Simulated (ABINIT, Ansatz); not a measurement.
# KHF2 (I4/mcm): changed settings of a GW run in ABINIT

Aim: change inputs of a GW run on KHF2 (I4/mcm) and see what moves.

Method: PBEsol and many-body steps on it, plane waves, in ABINIT 10.8.3.

### 1. Starting point

It takes space group I4/mcm (No. 140, tetragonal). Conventional cell: a = 5.670 Å, b = 5.670 Å, c = 6.810 Å, α = 90.00°, β = 90.00°, γ = 90.00°. Nearest to K lie 8 F at 2.77 Å. H has 2 F at 1.13 Å nearest. Nearest to F lie 1 H at 1.13 Å and 4 K at 2.77 Å. Farther neighbours and most contacts between anions are not listed.

Structure file:

```cif
data_structure
_symmetry_space_group_name_H-M 'P 1'
_symmetry_Int_Tables_number 1
_cell_length_a 5.2601
_cell_length_b 5.2601
_cell_length_c 5.2601
_cell_angle_alpha 114.774
_cell_angle_beta 114.774
_cell_angle_gamma 99.319
_cell_volume 109.47
loop_
_atom_site_label
_atom_site_type_symbol
_atom_site_fract_x
_atom_site_fract_y
_atom_site_fract_z
_atom_site_occupancy
K1 K 0.25000 0.25000 0.00000 1
K2 K 0.75000 0.75000 0.00000 1
H3 H 0.50000 0.00000 0.50000 1
H4 H 0.00000 0.50000 0.50000 1
F5 F 0.64080 0.14080 0.78160 1
F6 F 0.14080 0.35920 0.50000 1
F7 F 0.35920 0.85920 0.21840 1
F8 F 0.85920 0.64080 0.50000 1
```

The cell and positions come from the Crystallography Open Database and are kept as given unless a step says otherwise.

### 2. Screening, 2×2×2 mesh, 96 bands, screening to 114.3 eV

This step: ABINIT 10.8.3; RPA screening on PBEsol, plane waves, norm-conserving pseudopotentials.

The RPA dielectric matrix is built and inverted for each q.

run.abi

```
acell 3*1.0 Angstrom
rprim 
  -2.835000000000 2.835000000000 3.405000000000
  2.835000000000 -2.835000000000 3.405000000000
  2.835000000000 2.835000000000 -3.405000000000
ntypat 3
znucl 19 1 9
natom 8
typat 1 1 2 2 3 3 3 3
xred 
  0.250000000000 0.250000000000 -0.000000000000
  0.750000000000 0.750000000000 -0.000000000000
  0.500000000000 -0.000000000000 0.500000000000
  0.000000000000 0.500000000000 0.500000000000
  0.640800000000 0.140800000000 0.781600000000
  0.140800000000 0.359200000000 0.500000000000
  0.359200000000 0.859200000000 0.218400000000
  0.859200000000 0.640800000000 0.500000000000
pp_dirpath "pseudos"
pseudos "K.upf, H.upf, F.upf"
ecut 36
ngkpt 2 2 2
nshiftk 1
shiftk 0 0 0
kptopt 1
chksymbreak 0
istwfk *1
occopt 1
irdwfk 1
optdriver 3
nband 96
ecuteps 4.2
inclvkb 2
awtr 1
symchi 1
indata_prefix "in"
outdata_prefix "out"
tmpdata_prefix "tmp"
```

The run is started by

```console
OMP_NUM_THREADS=1 mpirun -n 4 abinit run.abi > log
```

Output:

```text
.Version 10.8.3 of ABINIT. v10.8.2 released Aug 2026.

 Symmetries : space group I4/m c m (#140); Bravais tI (body-center tetrag.)
[... echo of the input left out ...]
== DATASET  1 ==================================================================
-   mpi_nproc: 4, omp_nthreads: 1 (-1 if OMP is not activated)

--- !DatasetInfo
iteration_state: {dtset: 1, }
dimensions: {natom: 8, nkpt: 4, mband: 96, nsppol: 1, nspinor: 1, nspden: 1, mpw: 7677, }
cutoff_energies: {ecut:  36.0, pawecutdg:  -1.0, }
electrons: {nelect:   4.80000000E+01, charge:   0.00000000E+00, occopt:   1.00000000E+00, tsmear:   1.00000000E-02, }

 SCREENING: Calculation of the susceptibility and dielectric matrices

 Based on a program developped by R.W. Godby, V. Olevano, G. Onida, and L. Reining.
 Incorporated in ABINIT by V. Olevano, G.-M. Rignanese, and M. Torrent.
.Using double precision arithmetic ; gwpc =  8

[... cell and pseudopotentials left out ...]
--------------------------------------------------------------------------------

 ==== K-mesh for the wavefunctions ====
 Number of points in the irreducible wedge :     4
[... list of points left out ...]
 Together with 16 symmetry operations and time-reversal symmetry
 yields     8 points in the full Brillouin Zone.

 ==== Q-mesh for the screening function ====
 Number of points in the irreducible wedge :     4
[... list of points left out ...]
 Together with 16 symmetry operations and time-reversal symmetry
 yields     8 points in the full Brillouin Zone.

 setmesh: FFT mesh size selected  =    36x   36x   36
          total number of points  =        46656

 vcoul_init : cutoff-mode = AUXILIARY_FUNCTION
 q-points for optical limit:   1
     1)      0.000010    0.000020    0.000030

- screening: taking advantage of time-reversal symmetry
- Maximum band index for partially occupied states nbvw = 24
- Remaining bands to be divided among processors   nbcw = 72
- Number of bands treated by each node ~18

 Number of electrons calculated from density =   48.0000; Expected =   48.0000
 average of density, n =  0.064977
 r_s =    1.5431
 omega_plasma =   24.5887 [eV]

 calculating chi0 at frequencies [eV] :
  1    0.000000E+00    0.000000E+00
  2    0.000000E+00    2.458874E+01

--------------------------------------------------------------------------------
  q-point number  1        q = ( 0.000000, 0.000000, 0.000000) [r.l.u.]
--------------------------------------------------------------------------------
[... chi0 elements left out ...]
 For q-point:  0.000010 0.000020 0.000030
  dielectric constant =   1.8414
  dielectric constant without local fields =   1.9948

  Average fulfillment of the sum rule on Im[epsilon] for q-point    1 :     39.22  [%]
[... wings left out ...]
  q-point number  2        q = ( 0.500000, 0.000000, 0.000000) [r.l.u.]
--------------------------------------------------------------------------------
[... chi0 elements left out ...]
  Average fulfillment of the sum rule on Im[epsilon] for q-point    2 :     45.25  [%]

 [... 2 further q-points ...]
```

Run time: 23 s. Hardware: 4 MPI ranks of Intel Xeon Platinum 8488C (Sapphire Rapids), shared host; peak memory 1.1 GiB.

Numbers from this step:

```
ε∞ with local fields, on this mesh, along the program's q direction : 1.841
the same without local fields                                       : 1.995
plasma frequency                                                    : 24.59 eV
plane waves in the screening matrix                                 : 305
```

Local fields lower ε∞ by 8 %. On a Γ-centred mesh this coarse the value itself is usually too large, while a short band sum pulls it down.

### 3. Base

The self-energy is evaluated for the states that the input lists, and the levels follow from it, in one-shot runs by the linearised quasiparticle equation.

This step: G0W0 on PBEsol, plane waves, norm-conserving pseudopotentials.

Edit run.abi of step 2 so:

```diff
@@ -29,8 +29,17 @@
 irdwfk 1
-optdriver 3
+optdriver 4
 nband 96
+gwcalctyp 0
+ecutsigx 36
+symsigma 1
+nkptgw 2
+kptgw 
+  0.5000000000 0.5000000000 0.5000000000
+  0.0000000000 0.0000000000 0.0000000000
+bdgw 
+  22 26
+  22 26
 ecuteps 4.2
-inclvkb 2
-awtr 1
-symchi 1
+irdscr 1
+ppmodel 1
 indata_prefix "in"
```

Output:

```text
.Version 10.8.3 of ABINIT. v10.8.2 released Aug 2026.

 Symmetries : space group I4/m c m (#140); Bravais tI (body-center tetrag.)
[... echo of the input left out ...]
== DATASET  1 ==================================================================
-   mpi_nproc: 4, omp_nthreads: 1 (-1 if OMP is not activated)

--- !DatasetInfo
iteration_state: {dtset: 1, }
dimensions: {natom: 8, nkpt: 4, mband: 96, nsppol: 1, nspinor: 1, nspden: 1, mpw: 7677, }
cutoff_energies: {ecut:  36.0, pawecutdg:  -1.0, }
electrons: {nelect:   4.80000000E+01, charge:   0.00000000E+00, occopt:   1.00000000E+00, tsmear:   1.00000000E-02, }

 SIGMA: Calculation of the GW corrections

 Based on a program developped by R.W. Godby, V. Olevano, G. Onida, and L. Reining.
 Incorporated in ABINIT by V. Olevano, G.-M. Rignanese, and M. Torrent.
.Using double precision arithmetic ; gwpc =  8

[... cell and pseudopotentials left out ...]
--------------------------------------------------------------------------------

 ==== K-mesh for the wavefunctions ====
 Number of points in the irreducible wedge :     4
[... list of points left out ...]
 Together with 16 symmetry operations and time-reversal symmetry
 yields     8 points in the full Brillouin Zone.

 ==== Q-mesh for screening function ====
 Number of points in the irreducible wedge :     4
[... list of points left out ...]
 Together with 16 symmetry operations and time-reversal symmetry
 yields     8 points in the full Brillouin Zone.

 vcoul_init : cutoff-mode = AUXILIARY_FUNCTION
 q-points for optical limit:   1
     1)      0.000010    0.000020    0.000030
 setmesh: FFT mesh size selected  =    60x   60x   60
          total number of points  =       216000

 Number of electrons calculated from density =   48.0000; Expected =   48.0000
 average of density, n =  0.064977
 r_s =    1.5431
 omega_plasma =   24.5887 [eV]

 === KS Band Gaps ===
  >>>> For spin  1
   Minimum direct gap =   7.0720 [eV], located at k-point      :   0.0000  0.0000  0.0000
   Fundamental gap    =   7.0173 [eV], Top of valence bands at :   0.5000  0.5000  0.5000
                                       Bottom of conduction at :   0.0000  0.0000  0.0000
 SIGMA fundamental parameters:
 PLASMON POLE MODEL  1
 number of plane-waves for SigmaX                 7677
 number of plane-waves for SigmaC and W            305
 number of plane-waves for wavefunctions          7677
 number of bands                                    96
 number of independent spin polarizations            1
 number of spinorial components                      1
 number of k-points in IBZ                           4
 number of q-points in IBZ                           4
 number of symmetry operations                      16
 number of k-points in BZ                            8
 number of q-points in BZ                            8
 number of frequencies for dSigma/dE                 9
 frequency step for dSigma/dE [eV]                0.25
 number of omega for Sigma on real axis              0
 max omega for Sigma on real axis  [eV]           0.00
 zcut for avoiding poles [eV]                     0.10

 EPSILON^-1 parameters (SCR file):
 dimension of the eps^-1 matrix on file            305
 dimension of the eps^-1 matrix used               305
 number of plane-waves for wavefunctions          7677
 number of bands                                    96
 number of q-points in IBZ                           4
 number of frequencies                               2
 number of real frequencies                          1
 number of imag frequencies                          1

 matrix elements of self-energy operator (all in [eV])

 Perturbative Calculation

--- !SelfEnergy_ee
iteration_state: {dtset: 1, }
kpoint     : [   0.500,    0.500,    0.500, ]
spin       : 1
KS_gap     :    9.533
QP_gap     :   14.129
Delta_QP_KS:    4.596
data: !SigmaeeData |
     Band     E0 <VxcDFT>   SigX SigC(E0)      Z dSigC/dE  Sig(E)    E-E0       E
       22  -1.662 -22.718 -29.585   4.471   0.833  -0.200 -24.715  -1.997  -3.659
       23  -1.662 -22.718 -29.585   4.471   0.833  -0.200 -24.715  -1.997  -3.659
       24  -1.443 -22.344 -29.830   4.844   0.827  -0.209 -24.529  -2.185  -3.628
       25   8.090  -9.278  -4.422  -2.202   0.908  -0.101  -6.867   2.411  10.501
       26   8.690 -11.234  -6.628  -1.965   0.896  -0.116  -8.867   2.367  11.057

--- !SelfEnergy_ee
iteration_state: {dtset: 1, }
kpoint     : [   0.000,    0.000,    0.000, ]
spin       : 1
KS_gap     :    7.072
QP_gap     :   11.007
Delta_QP_KS:    3.935
data: !SigmaeeData |
     Band     E0 <VxcDFT>   SigX SigC(E0)      Z dSigC/dE  Sig(E)    E-E0       E
       22  -1.608 -22.775 -29.709   4.524   0.833  -0.201 -24.782  -2.007  -3.615
       23  -1.608 -22.775 -29.709   4.524   0.833  -0.201 -24.782  -2.007  -3.615
       24  -1.498 -22.194 -29.667   4.822   0.828  -0.208 -24.389  -2.195  -3.692
       25   5.574  -8.571  -4.337  -2.320   0.910  -0.099  -6.830   1.741   7.315
       26   8.373 -10.112  -4.589  -2.302   0.906  -0.104  -7.195   2.918  11.290

== END DATASET(S) ==============================================================
================================================================================

 -outvars: echo values of variables after computation  --------
           etotal      0.0000000000E+00
            nband          96
             nkpt           4
          spgroup         140
 [... the other variables as echoed above ...]

 Calculation completed.
```

It took 8.3 s on 4 MPI ranks; peak memory 0.83 GiB.

Numbers from this step:

```
G0W0 gap on the points computed              : 10.93 eV
starting gap on the mesh                     : 7.017 eV
k of the valence top                         : 0, 0, 0
k of the conduction bottom                   : 0, 0, 0
Z at the valence top                         : 0.833
Z at the conduction bottom                   : 0.91
least direct G0W0 gap on the computed points : 10.93 eV
```

The gap on the mesh goes from 7.02 eV to 10.93 eV, a correction of +3.91 eV.

### 4. Contour deformation on a plasmon-pole file

Edit run.abi of step 3 so:

```diff
@@ -31,3 +31,3 @@
 nband 96
-gwcalctyp 0
+gwcalctyp 2
 ecutsigx 36
@@ -43,3 +43,2 @@
 irdscr 1
-ppmodel 1
 indata_prefix "in"
```

Output:

```text
.Version 10.8.3 of ABINIT. v10.8.2 released Aug 2026.

 Symmetries : space group I4/m c m (#140); Bravais tI (body-center tetrag.)
================================================================================
 Values of the parameters that define the memory need of the present run
     intxc =       0    ionmov =       0      iscf =       7    lmnmax =       6
     lnmax =       6     mgfft =      54  mpssoang =       3    mqgrid =    3001
     natom =       8  nloc_mem =       1    nspden =       1   nspinor =       1
    nsppol =       1      nsym =      16    n1xccc =    2501    ntypat =       3
    occopt =       1   xclevel =       2
-    mband =          96        mffmem =           1         mkmem =           1
       mpw =        7677          nfft =      157464          nkpt =           4
================================================================================
  Rough estimation (10% accuracy) of disk space for files :
================================================================================

--------------------------------------------------------------------------------
------------- Echo of variables that govern the present computation ------------
--------------------------------------------------------------------------------
 -outvars: echo values of preprocessed input variables --------
            acell      1.8897261259E+00  1.8897261259E+00  1.8897261259E+00 Bohr

             bdgw          22      26      22      26
      chksymbreak           0
             ecut      3.60000000E+01 Hartree
          ecuteps      4.20000000E+00 Hartree
         ecutsigx      3.60000000E+01 Hartree
          ecutwfn      3.60000000E+01 Hartree
-          fftalg         312
        gwcalctyp           2
           irdscr           1
[...]
setmesh: FFT mesh size selected  =    60x   60x   60
          total number of points  =       216000

 Number of electrons calculated from density =   48.0000; Expected =   48.0000
 average of density, n =  0.064977
 r_s =    1.5431
 omega_plasma =   24.5887 [eV]

 === KS Band Gaps ===
  >>>> For spin  1
   Minimum direct gap =   7.0720 [eV], located at k-point      :   0.0000  0.0000  0.0000
   Fundamental gap    =   7.0173 [eV], Top of valence bands at :   0.5000  0.5000  0.5000
                                       Bottom of conduction at :   0.0000  0.0000  0.0000
 SIGMA fundamental parameters:
 CONTOUR DEFORMATION
 number of plane-waves for SigmaX                 7677
 number of plane-waves for SigmaC and W            305
 number of plane-waves for wavefunctions          7677
 number of bands                                    96
 number of independent spin polarizations            1
 number of spinorial components                      1
 number of k-points in IBZ                           4
 number of q-points in IBZ                           4
 number of symmetry operations                      16
 number of k-points in BZ                            8
 number of q-points in BZ                            8
 number of frequencies for dSigma/dE                 9
 frequency step for dSigma/dE [eV]                0.25
 number of omega for Sigma on real axis              0
 max omega for Sigma on real axis  [eV]           0.00
 zcut for avoiding poles [eV]                     0.10

 EPSILON^-1 parameters (SCR file):
 dimension of the eps^-1 matrix on file            305
 dimension of the eps^-1 matrix used               305
 number of plane-waves for wavefunctions          7677
 number of bands                                    96
 number of q-points in IBZ                           4
 number of frequencies                               2
 number of real frequencies                          1
 number of imag frequencies                          1

 matrix elements of self-energy operator (all in [eV])

 Perturbative Calculation

--- !ERROR
message: |
    Fatal error

--- !ERROR
message: |
    Fatal error

--- from the log ---
Fatal error
```

Elapsed: 4.2 s, on 4 MPI ranks; peak memory 0.77 GiB; 12 s of CPU time.

The run stopped with an error after 4.2 s.

The fault put into this input: contour deformation on a plasmon-pole file.

### 5. The runs together

Times are wall times on 4 MPI ranks of Intel Xeon Platinum 8488C (Sapphire Rapids), shared host, good to a factor of about two. A run's time includes the screening step that it read.

```
 run   mesh  bands  screening cutoff (eV)  DFT gap (eV)  gap on the mesh (eV)  direct (eV)  ε∞ used  time
base  2×2×2     96                  114.3         7.017                10.930       10.930     1.84  31 s
```

### 6. Outcome

| Quantity | Value |
| --- | --- |
| base | 10.930 eV |
| known limits | not at the basis limit; coarse k mesh |

In words: Bands and cutoff are finite, so the gap is not at the basis limit. The miss can reach some tenths of an eV and take either sign; the mesh is an error of its own. In the G0W0 run levels were corrected at 2 k points alone, so a gap called «on the mesh» is the least over those, and an edge elsewhere would be missed. The 2×2×2 mesh is coarse for this cell, which bears on the long-range parts of exchange and screening.

[Paths, hosts, dates, memory and timing lines, banners, echoed tables and standing remarks are left out of the program output.]

[Logs are printed without paths, hosts, clocks, repeated set-up lines and the standing remarks that a program may print on its own settings, such as how far it seeks lower states.]

[Runs of the session that timed out or met a known fault of the program may be left out.]

[No measured gap is set beside runs whose start may be inverted or whose files or cutoffs have a known fault.]

[Hosts, paths, dates, database ids (printed as entryN), source tags and the programs' standing remarks are cut or masked in the printed files.]

[G0W0 gaps are taken among the corrected bands and points alone; a level outside them can change the order at an edge.]

[Where Ansatz stands beside ABINIT at settings called matched, ABINIT's density can come from a denser mesh and the files from another edition; pairs whose starting gaps differed by over 0.03 eV were left out, so agreement reads better than it is.]
